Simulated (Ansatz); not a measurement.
# A hypothetical structure for Ni2AgS2

Starting from a made-up structure for Ni2AgS2, the aim is the relaxed cell, its shortest contacts and, where a second run follows, its electronic structure.

Method: DFT, PBEsol, plane-wave PAW, files of the set soft_1, scalar-relativistic, ferromagnetic start, cell and ions relaxed at zero pressure; PAW set soft_1, in the first sound run; inputs show where later runs differ, in Ansatz 0.2.0.

### 1. The starting structure

Symmetry: P-3m1, No. 164, trigonal system. The conventional cell has a = 3.811 Å, b = 3.811 Å, c = 6.204 Å, α = 90.00°, β = 90.00°, γ = 120.00°. Ag has 6 S at 2.72 Å nearest. Nearest to Ni lie 4 S at 2.30 to 2.34 Å. Nearest to S lie 4 Ni at 2.30 to 2.34 Å and 3 Ag at 2.72 Å. Farther neighbours and most contacts between anions are not listed.

### 2. Relaxing cell and atoms

The guessed cell has no reason to be at equilibrium. It is relaxed with the atoms, within the space group of the guess.

File input.yaml:

```yaml
crystal:
  lattice:
    - [3.811, 0.0, 0.0]
    - [-1.9055, 3.300422814, 0.0]
    - [0.0, 0.0, 6.204]
  atoms:
    - { symbol: Ag, position: [0.0, 0.0, 0.0] }
    - { symbol: Ni, position: [0.666666667, 0.333333333, 0.6361], spin: 1.0 }
    - { symbol: Ni, position: [0.333333333, 0.666666667, 0.3639], spin: 1.0 }
    - { symbol: S, position: [0.666666667, 0.333333333, 0.2583] }
    - { symbol: S, position: [0.333333333, 0.666666667, 0.7417] }
magnetization:
  spin_polarized: true
kpoints:
  mp_grid: { grid: [8, 8, 5] }
scf:
  occupations: { method: fermi_dirac, width: 0.05 }
hamiltonian:
  xc: pbesol
  pseudopotentials: { kind: paw, azcp: { folder: soft_1 }, xc_functional: pbe }
relax:
  f_tol: 0.015
  max_steps: 70
  cell: {}
output:
  forces: true
  stress: true
```

Launch:

```bash
$ ansatz run input.yaml --threads 4 --pin off --max-ram 8192MiB --backend cpu --events-out ev --progress --plain --runs-dir out
```

Numbers of over 12 decimals in the logs are rounded to 6 here.

Log:

```text
Engine: ansatz 0.2.0, aarch64-unknown-linux-gnu
Pseudopotentials: kind: paw
Pseudopotential: Ag, paw, valence charge 19, recommended cutoff 420 eV (normal), soft_1/Ag.paw.azcp
Pseudopotential: Ni, paw, valence charge 18, recommended cutoff 420 eV (normal), soft_1/Ni.paw.azcp
Pseudopotential: S, paw, valence charge 6, recommended cutoff 420 eV (normal), soft_1/S.paw.azcp
Functional definition: PBEsol
  exchange = pbesol_x
  correlation = pbesol_c
Crystal: 5 atoms, lattice volume = 78.033 Å³
Basis set: ecut = 420 eV, 1521 PW (Γ), exchange–correlation on 54×54×90 points (8 copies of the dense FFT grid, shifted against one another)
Bands: 42, of which v1, the nominal top of the filled ones, is band 34 counted from 1 (33 counted from 0)
Symmetry: 12 space group operations
Space group: P-3m1 (ITA 164), of the structure as read, at distance tolerance 4.3e-5 Å
Magnetic group: BNS 164.85 (UNI 1315), of the structure as read, at distance tolerance 4.3e-5 Å
k-points: 40 of 320
Non-local potential: Ag, projectors of the file, l = 0: 3, l = 1: 2, l = 2: 2, l = 3: 1
Non-local potential: Ni, projectors of the file, l = 0: 3, l = 1: 2, l = 2: 3, l = 3: 1
Non-local potential: S, projectors of the file, l = 0: 2, l = 1: 2, l = 2: 1
PAW form: soft (Blöchl's): semilocal exchange-correlation on the pseudo side does not see the compensation charge
PAW frozen core: Ag, regenerated for the run's functional, and the local potential with it (the file was generated under x = pbe(κ = 0.804, μ = 0.219515), c = pbe(β = 0.066725))
PAW frozen core: Ni, regenerated for the run's functional, and the local potential with it (the file was generated under x = pbe(κ = 0.804, μ = 0.219515), c = pbe(β = 0.066725))
PAW frozen core: S, regenerated for the run's functional, and the local potential with it (the file was generated under x = pbe(κ = 0.804, μ = 0.219515), c = pbe(β = 0.066725))
PAW one-centre angular grid: Ag, 590 points (default); XC on 64 Gauss nodes
PAW one-centre angular grid: Ni, 590 points (default); XC on 64 Gauss nodes
PAW one-centre angular grid: S, 110 points (default); XC on 64 Gauss nodes
Initial density: superposition of atomic densities (chi_scale 0.1, normalization cell, long waves kept (reshape's long-wave potential 0.01 eV rms))
Starting moments: Σ|m| = 2 μB on 2 of 5 sites
Initial wavefunctions: pseudopotential atomic-orbital guess
Functional: x = pbesol(κ = 0.804, μ = 0.123457), c = pbesol(β = 0.046)
SCF iter   1: F=—  HF=-20899.022257 eV  |F-HF|=—  |Δ(HF+E_count)|=         —  Δρ=6.30e-2 (↑4.59e-2 ↓6.30e-2)  dr2=9.51e0  dr2_m=7.57e-2  M=1.954 μB ∫|m|=1.965 μB  β_m=0.30  ethr=3.10e-3  ⟨swp⟩=7.5  Hψ=14588  notcnv=0  defer=4
Mixer restart at iter 1: flushing history
preconditioner: auto → Kerker (q_TF=auto, 2.660 Å⁻¹)  [metal: Δε(μ)=0.018 eV  Ē_g=8.418 eV  σ=0.050 eV  W_gap=0.09  n_scr=22 (ndim 8)  ℏωp=27.6 eV  f_vac=0.000  D(μ)=3.76/eV (n_scr^D=34)]
spin=Collinear: Kerker preconditioning applied to the charge; magnetization (m = ρ↑ − ρ↓) channel mixes plain (no charge-response kernel on spin).
SCF iter   2: F=—  HF=-20901.420164 eV  |F-HF|=—  |Δ(HF+E_count)|=    2.40e0  Δρ=2.38e-2 (↑1.17e-2 ↓2.38e-2)  dr2=2.31e0  dr2_m=4.15e-2  M=1.945 μB ∫|m|=1.963 μB  β_m=0.36  ethr=3.10e-3  ⟨swp⟩=3.1  Hψ=6758  notcnv=0  defer=169
SCF iter   3: F=—  HF=-20902.330255 eV  |F-HF|=—  |Δ(HF+E_count)|=   9.10e-1  Δρ=2.35e-2 (↑8.40e-3 ↓2.35e-2)  dr2=1.80e0  dr2_m=6.36e-2  M=1.828 μB ∫|m|=1.850 μB  β_m=0.19  ethr=3.10e-3  ⟨swp⟩=2.1  Hψ=4390  notcnv=0  defer=168
SCF iter   4: F=—  HF=-20902.787222 eV  |F-HF|=—  |Δ(HF+E_count)|=   4.57e-1  Δρ=1.50e-2 (↑1.50e-2 ↓9.86e-3)  dr2=5.38e-1  dr2_m=4.73e-2  M=1.713 μB ∫|m|=1.741 μB  β_m=0.72  ethr=2.68e-3  ⟨swp⟩=2.5  Hψ=4575  notcnv=0  defer=167
SCF iter   5: F=—  HF=-20902.666749 eV  |F-HF|=—  |Δ(HF+E_count)|=   1.20e-1  Δρ=6.72e-3 (↑2.13e-3 ↓6.72e-3)  dr2=5.05e-2  dr2_m=7.54e-3  M=1.351 μB ∫|m|=1.376 μB  β_m=0.73  ethr=8.03e-4  ⟨swp⟩=3.2  Hψ=6730  notcnv=0  defer=167
SCF iter   6: F=—  HF=-20902.717566 eV  |F-HF|=—  |Δ(HF+E_count)|=         —  Δρ=1.92e-2 (↑1.36e-2 ↓1.92e-2)  dr2=2.43e-2  dr2_m=1.89e-1  M=0.796 μB ∫|m|=0.825 μB  β_m=0.73  ethr=7.54e-5  ⟨swp⟩=2.5  Hψ=5527  notcnv=0  defer=167
Mixer restart at iter 6: flushing history
SCF iter   7: F=—  HF=-20902.728223 eV  |F-HF|=—  |Δ(HF+E_count)|=   1.07e-2  Δρ=1.32e-2 (↑1.32e-2 ↓1.09e-2)  dr2=3.64e-3  dr2_m=1.03e-1  M=0.576 μB ∫|m|=0.601 μB  β_m=0.66  ethr=3.63e-5  ⟨swp⟩=2.5  Hψ=6553  notcnv=0  defer=167
SCF iter   8: F=—  HF=-20902.765940 eV  |F-HF|=—  |Δ(HF+E_count)|=   3.77e-2  Δρ=1.66e-2 (↑3.47e-3 ↓1.66e-2)  dr2=1.80e-1  dr2_m=3.67e-2  M=0.257 μB ∫|m|=0.273 μB  β_m=0.53  ethr=5.43e-6  ⟨swp⟩=2.8  Hψ=7568  notcnv=0  defer=167
SCF iter   9: F=—  HF=-20902.718399 eV  |F-HF|=—  |Δ(HF+E_count)|=   4.75e-2  Δρ=2.86e-3 (↑2.86e-3 ↓2.45e-3)  dr2=9.86e-3  dr2_m=1.25e-4  M=0.032 μB ∫|m|=0.038 μB  β_m=0.78  ethr=5.43e-6  ⟨swp⟩=3.3  Hψ=8068  notcnv=0  defer=166
SCF iter  10: F=—  HF=-20902.723679 eV  |F-HF|=—  |Δ(HF+E_count)|=   5.28e-3  Δρ=2.43e-3 (↑2.43e-3 ↓1.97e-3)  dr2=1.02e-2  dr2_m=5.40e-5  M=0.025 μB ∫|m|=0.027 μB  β_m=0.89  ethr=5.43e-6  ⟨swp⟩=2.1  Hψ=4952  notcnv=0  defer=166
SCF iter  11: F=—  HF=-20902.723813 eV  |F-HF|=—  |Δ(HF+E_count)|=   1.34e-4  Δρ=1.05e-3 (↑8.90e-4 ↓1.05e-3)  dr2=2.33e-3  dr2_m=5.41e-6  M=-0.008 μB ∫|m|=0.008 μB  β_m=0.77  ethr=5.43e-6  ⟨swp⟩=2.5  Hψ=5171  notcnv=0  defer=166
SCF iter  12: F=—  HF=-20902.723402 eV  |F-HF|=—  |Δ(HF+E_count)|=   4.11e-4  Δρ=4.03e-4 (↑2.51e-4 ↓4.03e-4)  dr2=4.95e-5  dr2_m=7.06e-5  M=-0.017 μB ∫|m|=0.017 μB  β_m=0.88  ethr=3.47e-6  ⟨swp⟩=2.0  Hψ=4005  notcnv=0  defer=166
SCF iter  13: F=—  HF=-20902.723408 eV  |F-HF|=—  |Δ(HF+E_count)|=   6.15e-6  Δρ=5.41e-5 (↑1.63e-5 ↓5.41e-5)  dr2=2.79e-6  dr2_m=6.20e-7  M=-0.001 μB ∫|m|=0.001 μB  β_m=0.91  ethr=7.39e-8  ⟨swp⟩=2.2  Hψ=4968  notcnv=0  defer=166
SCF iter  14: F=—  HF=-20902.723408 eV  |F-HF|=—  |Δ(HF+E_count)|=   8.81e-8  Δρ=1.66e-5 (↑1.66e-5 ↓7.28e-6)  dr2=4.12e-7  dr2_m=4.71e-8  M=0.001 μB ∫|m|=0.001 μB  β_m=0.95  ethr=4.16e-9  ⟨swp⟩=2.0  Hψ=4574  notcnv=0  defer=166
SCF iter  15: F=—  HF=-20902.723408 eV  |F-HF|=—  |Δ(HF+E_count)|=   2.36e-8  Δρ=6.50e-6 (↑4.59e-6 ↓6.50e-6)  dr2=1.13e-7  dr2_m=1.28e-9  M=0.000 μB ∫|m|=0.000 μB  β_m=0.98  ethr=6.15e-10  ⟨swp⟩=2.3  Hψ=5061  notcnv=0  defer=166
SCF iter  16: F=—  HF=-20902.723408 eV  |F-HF|=—  |Δ(HF+E_count)|=   7.93e-9  Δρ=2.89e-6 (↑2.89e-6 ↓2.00e-6)  dr2=1.88e-8  dr2_m=2.05e-10  M=-0.000 μB ∫|m|=0.000 μB  β_m=0.99  ethr=1.69e-10  ⟨swp⟩=1.4  Hψ=3883  notcnv=0  defer=166
[...]
relax step   7: F+E_penalty+E_count = -20903.02167666 eV  Δ(F+E_penalty+E_count) = -1.614e-2 eV  max|allowed force component| = 3.573e-2 eV/Å  Δτ_max = 0.0975 Å  P = -0.107 GPa  Ω = 73.137 Å³  energy of the carried Pulay correction = +1.968e-3 eV  (17 SCF iters, accepted)
[...]
relax step   8: F+E_penalty+E_count = -20903.02238196 eV  Δ(F+E_penalty+E_count) = -7.053e-4 eV  max|allowed force component| = 1.104e-2 eV/Å  Δτ_max = 0.0190 Å  P = -0.004 GPa  Ω = 73.206 Å³  energy of the carried Pulay correction = +1.939e-3 eV  (9 SCF iters, dr2 threshold 1.27e-7 eV, accepted)
Basis set: ecut = 420 eV, 1423 PW (Γ), exchange–correlation on 54×54×80 points (8 copies of the dense FFT grid, shifted against one another)
Initial wavefunctions: pseudopotential atomic-orbital guess (no wavefunctions were taken with the density)
iter 1 solved again at ethr=9.45e-7 eV; its pass at ethr=3.10e-3 eV (dr2=6.33e-4 eV) is discarded
SCF iter   1: F=—  HF=-20903.020380 eV  |F-HF|=—  |Δ(HF+E_count)|=         —  Δρ=1.32e-4 (↑1.32e-4 ↓1.32e-4)  dr2=3.21e-5  dr2_m=2.93e-12  M=-0.000 μB ∫|m|=0.000 μB  β_m=0.65  ethr=9.45e-7  ⟨swp⟩=3.0  Hψ=23852  notcnv=0
preconditioner: auto → Kerker (q_TF=auto, 2.289 Å⁻¹)  [metal: Δε(μ)=0.061 eV  Ē_g=9.174 eV  σ=0.050 eV  W_gap=0.29  n_scr=22 (ndim 8)  ℏωp=28.5 eV  f_vac=0.016  D(μ)=2.77/eV (n_scr^D=22)]
spin=Collinear: Kerker preconditioning applied to the charge; magnetization (m = ρ↑ − ρ↓) channel mixes plain (no charge-response kernel on spin).
SCF iter   2: F=—  HF=-20903.020375 eV  |F-HF|=—  |Δ(HF+E_count)|=   4.83e-6  Δρ=3.23e-5 (↑3.23e-5 ↓3.23e-5)  dr2=1.21e-6  dr2_m=4.26e-13  M=-0.000 μB ∫|m|=0.000 μB  β_m=0.55  ethr=4.79e-8  ⟨swp⟩=2.3  Hψ=5089  notcnv=0
SCF iter   3: F=—  HF=-20903.020378 eV  |F-HF|=—  |Δ(HF+E_count)|=   3.01e-6  Δρ=2.42e-5 (↑2.42e-5 ↓2.42e-5)  dr2=9.25e-7  dr2_m=7.32e-14  M=-0.000 μB ∫|m|=0.000 μB  β_m=0.52  ethr=1.81e-9  ⟨swp⟩=2.0  Hψ=6091  notcnv=0
SCF iter   4: F=—  HF=-20903.020379 eV  |F-HF|=—  |Δ(HF+E_count)|=   9.91e-7  Δρ=2.17e-5 (↑2.17e-5 ↓2.17e-5)  dr2=9.36e-7  dr2_m=1.20e-14  M=-0.000 μB ∫|m|=0.000 μB  β_m=0.51  ethr=1.38e-9  ⟨swp⟩=2.6  Hψ=5780  notcnv=0
SCF iter   5: F=—  HF=-20903.020380 eV  |F-HF|=—  |Δ(HF+E_count)|=   1.41e-6  Δρ=2.12e-5 (↑2.12e-5 ↓2.12e-5)  dr2=1.07e-6  dr2_m=7.14e-15  M=-0.000 μB ∫|m|=0.000 μB  β_m=0.75  ethr=1.38e-9  ⟨swp⟩=1.0  Hψ=3363  notcnv=0
SCF iter   6: F=—  HF=-20903.020382 eV  |F-HF|=—  |Δ(HF+E_count)|=   1.44e-6  Δρ=1.81e-5 (↑1.81e-5 ↓1.81e-5)  dr2=8.88e-7  dr2_m=5.47e-15  M=0.000 μB ∫|m|=0.000 μB  β_m=0.88  ethr=1.38e-9  ⟨swp⟩=2.0  Hψ=3986  notcnv=0
SCF iter   7: F=—  HF=-20903.020382 eV  |F-HF|=—  |Δ(HF+E_count)|=   9.23e-7  Δρ=6.76e-6 (↑6.75e-6 ↓6.76e-6)  dr2=1.15e-7  dr2_m=3.69e-14  M=-0.000 μB ∫|m|=0.000 μB  β_m=0.90  ethr=1.33e-9  ⟨swp⟩=2.1  Hψ=4946  notcnv=0
SCF iter   8: F=—  HF=-20903.020383 eV  |F-HF|=—  |Δ(HF+E_count)|=   3.30e-8  Δρ=8.74e-7 (↑8.73e-7 ↓8.74e-7)  dr2=1.69e-9  dr2_m=2.12e-15  M=-0.000 μB ∫|m|=0.000 μB  β_m=0.95  ethr=1.71e-10  ⟨swp⟩=2.0  Hψ=4877  notcnv=0
SCF iter   9: F=—  HF=-20903.020383 eV  |F-HF|=—  |Δ(HF+E_count)|=   3.76e-9  Δρ=1.30e-7 (↑1.30e-7 ↓1.30e-7)  dr2=5.17e-11  dr2_m=9.02e-17  M=-0.000 μB ∫|m|=0.000 μB  β_m=0.98  ethr=2.52e-12  ⟨swp⟩=2.0  Hψ=5019  notcnv=0
SCF iter  10: F=—  HF=-20903.020383 eV  |F-HF|=—  |Δ(HF+E_count)|=  7.28e-12  Δρ=2.98e-8 (↑2.98e-8 ↓2.96e-8)  dr2=4.12e-12  dr2_m=1.29e-17  M=-0.000 μB ∫|m|=0.000 μB  β_m=0.99  ethr=1.00e-12  ⟨swp⟩=1.1  Hψ=3365  notcnv=0
SCF iter  11: F=-20903.020383 eV  HF=-20903.020383 eV  |F-HF|=0.00e0  |Δ(HF+E_count)|=  7.28e-12  Δρ=2.94e-8 (↑2.94e-8 ↓2.94e-8)  dr2=2.22e-12  dr2_m=6.40e-19  M=0.000 μB ∫|m|=0.000 μB  ethr=1.00e-12  ⟨swp⟩=3.8  Hψ=11607  notcnv=0
the starting moments were not kept: the SCF closed with an absolute magnetisation of 9.2e-10 μB, where they sum to 2 μB in size (2 sites). That is at most 0.1 of that sum. Measured as dr2_m measures the in/out step, that magnetisation stands 2.2e-19 eV from none, at or under the dr2_threshold of 5.0e-11 eV: it is no larger than a step whose dr2_m would equal this threshold.
SCF 9 converged in 11 iterations: F = -20903.020383 eV  dr2 = 2.22e-12
relax step   9: F+E_penalty+E_count = -20903.02038250 eV  Δ(F+E_penalty+E_count) = +1.999e-3 eV  max|allowed force component| = 1.082e-2 eV/Å  Δτ_max = 0.0000 Å  P = +0.001 GPa  Ω = 73.206 Å³  stress off target by 7.57e-3 GPa  SCF on the basis re-selected at this cell (its energy is not comparable with the rows above)  (11 SCF iters)
basis re-selected at this cell: Δ(F+E_penalty+E_count) = +1.999e-3 eV, ΔP = +0.005 GPa vs the last step (what re-selecting the basis moved, of the pressure what is left beyond the Pulay correction that the steps carried, after the strain that the cell walked since its last selection, with what the two solves' SCF thresholds leave and, on support functions, any second-order correction that the steps lacked; it is no measure of the basis error at this ecutwfc). The dense FFT grid was sized anew with the basis: this SCF ran on 27×27×40 points, the steps before it on 27×27×45, so part of this shift can come from that change (see relax.cell in the input reference). [rest of the remark cut]
SCF converged after 11 iterations
Magnetization: 0.0000 μB (33.5000 up, 33.5000 down)
Absolute magnetization: 0.0000 μB (∫|ρ↑−ρ↓|, with the PAW one-centre terms)
Spin contamination: 0.0000 ħ² per cell (⟨S²⟩ above its minimum at these occupations)
Per-site moments (μB) at R_I (Å): [(-2.5430730773308544e-11, 1.137869), (1.5352794470732208e-10, 0.908643), (1.5352802518605053e-10, 0.908643), (-1.9116589675832865e-11, 0.908643), (-1.911669087837421e-11, 0.908643)]
Free energy (F): -20903.020383 eV
Harris-Foulkes:  -20903.020383 eV  (|F-HF|=0.00e0)
Internal energy: -20902.996451 eV  (E = F + TS)
E sigma→0 (E₀):  -20903.008417 eV
Entropy (-TS):   -0.023932 eV (-4.786 meV/atom)
Fermi energy:    13.463529 eV
--- Per-component energies (eV) ---
  E_band       = -981.654999
  E_kinetic    = 1365.037365
  E_local      = -9990.554975  (includes V_loc(G=0)·N_el)
  E_nonlocal   = -121.026167
  E_hartree    = 5073.425024
  E_xc         = -558.374303
  E_vxc        = -656.889380  (∫ρ·V_xc dr)
  E_paw        = -8323.600583  (= ΣΔE_a)
  E_vpaw       = -1725.073753  (= ΣTr[D̂ρ^β])
  E_aug_tail   = 0.002019  (compensation charges beyond the density's cutoff)
  E_ewald      = -8348.746048
  E_core_change = 0.841217  (= ΣΔE_core)
  E_smearing   = -0.023932  (= −TS)
  E_closure    = 0.000000  (closes the sum)
  Σ components = -20903.020383   (vs F -20903.020383, Δ=0.00e0)
--- Forces (eV/Å), atoms counted from 1 ---
  atom   1  Ag     0.00000000     0.00000000     0.00000000
  atom   2  Ni     0.00000000     0.00000000    -0.01081600
  atom   3  Ni    -0.00000000    -0.00000000     0.01081600
  atom   4  S      0.00000000     0.00000000    -0.00728944
  atom   5  S     -0.00000000    -0.00000000     0.00728944
  max |Σ_I F_I| component: 4.63e-18 eV/Å
--- Stress (GPa, compression-positive) ---
        0.005656      -0.000000      -0.000000
        0.000000       0.005656       0.000000
        0.000000       0.000000      -0.007568
  P = ⅓ Tr σ = 0.0012 GPa (0.012 kbar)
--- Relaxed structure (8 steps of the walk, 7 accepted, 1 SCFs on fresh bases) ---
  F+E_penalty+E_count = -20903.02038250 eV   max|allowed force component| = 1.082e-2 eV/Å   (the final SCF, on the basis selected at the relaxed cell)
  cell:  # Å, volume = 73.2056 Å³
    - [3.772623, 0, -1.488057399894653e-17]
    - [-1.886311, 3.267187, 7.440286999473263e-18]
    - [-2.4224371841244233e-17, 0, 5.939184]
  atoms:
    - { symbol: Ag, position: [0, 0, 1.1184548523383672e-19] }
    - { symbol: Ni, position: [0.666667, 0.333333, 0.659685] }
    - { symbol: Ni, position: [0.333333, 0.666667, 0.340315] }
    - { symbol: S, position: [0.666667, 0.333333, 0.284991] }
    - { symbol: S, position: [0.333333, 0.666667, 0.715009] }
```

It took 40 s on 4 threads of Arm Neoverse V2, shared host; peak memory 0.58 GiB; 2.4 min of CPU time.

The steps of the relaxation:

| step | energy less that of the first step (eV) | largest force component (eV/Å) | pressure (GPa) | volume (Å³) |
| --- | --- | --- | --- | --- |
| 1 | 0.0000 | 1.1966 | -8.30 | 78.03 |
| 2 | -0.1839 | 0.8509 | -4.15 | 75.02 |
| 3 | -0.2591 | 0.3191 | 2.01 | 72.47 |
| 4 | -0.2752 | 0.0917 | -0.09 | 73.42 |
| 5 | -0.2821 | 0.0823 | -0.36 | 73.46 |
| 6 | -0.2481 | 0.1234 | -1.17 | 73.11 |
| 7 | -0.2983 | 0.0357 | -0.11 | 73.14 |
| 8 | -0.2990 | 0.0110 | 0.00 | 73.21 |
| 9* | -0.2970 | 0.0108 | 0.00 | 73.21 |

Relaxation steps marked * repeat the geometry before them on a plane-wave basis chosen anew for their cell, so energy and pressure can jump there. Relaxation step 6 was tried and not accepted.

Forces are held to the 12 operations that the run works with; a distortion that breaks them can't arise in this run.

| conventional cell, symmetrised | before | after | change |
| --- | --- | --- | --- |
| a (Å) | 3.811 | 3.773 | -1.0 % |
| b (Å) | 3.811 | 3.773 | -1.0 % |
| c (Å) | 6.204 | 5.939 | -4.3 % |
| volume (Å³/atom) | 15.61 | 14.64 | -6.2 % |

The atoms that moved most (Å, as changes of fractional coordinates times the final cell):

| atom | dx | dy | dz | length |
| --- | --- | --- | --- | --- |
| S5 | 0.000 | 0.000 | -0.159 | 0.159 |
| S4 | 0.000 | 0.000 | 0.159 | 0.159 |
| Ni3 | 0.000 | 0.000 | -0.140 | 0.140 |
| Ni2 | 0.000 | 0.000 | 0.140 | 0.140 |

Numbers from this step:

```yaml
free_energy: -20903.0204 eV
energy_at_zero_smearing: -20903.0084 eV
smearing_term_ts: 0.02393 eV
fermi_energy: 13.46 eV
electrons: 67
symmetry_operations: 12
pressure: 0.001248 GPa
```

The shortest distance of each pair, which need not be the same contact before and after:

| pair | guess (Å) | relaxed (Å) |
| --- | --- | --- |
| Ni–S | 2.296 | 2.203 |
| Ag–S | 2.722 | 2.758 |
| Ni–Ni | 2.774 | 2.888 |
| Ag–Ni | 3.152 | 2.971 |
| S–S | 3.720 | 3.357 |

The relaxation ends with a largest force component of 0.011 eV/Å and a pressure of 0.00 GPa. No moment survives the cycle: this start ends non-magnetic.

[end of part 1 of 2]

[Logs are printed without paths, hosts, clocks, repeated set-up lines and the standing remarks that a program may print on its own settings, such as how far it seeks lower states.]

[Hosts, paths, dates, database ids (printed as entryN), source tags and the programs' standing remarks are cut or masked in the printed files.]
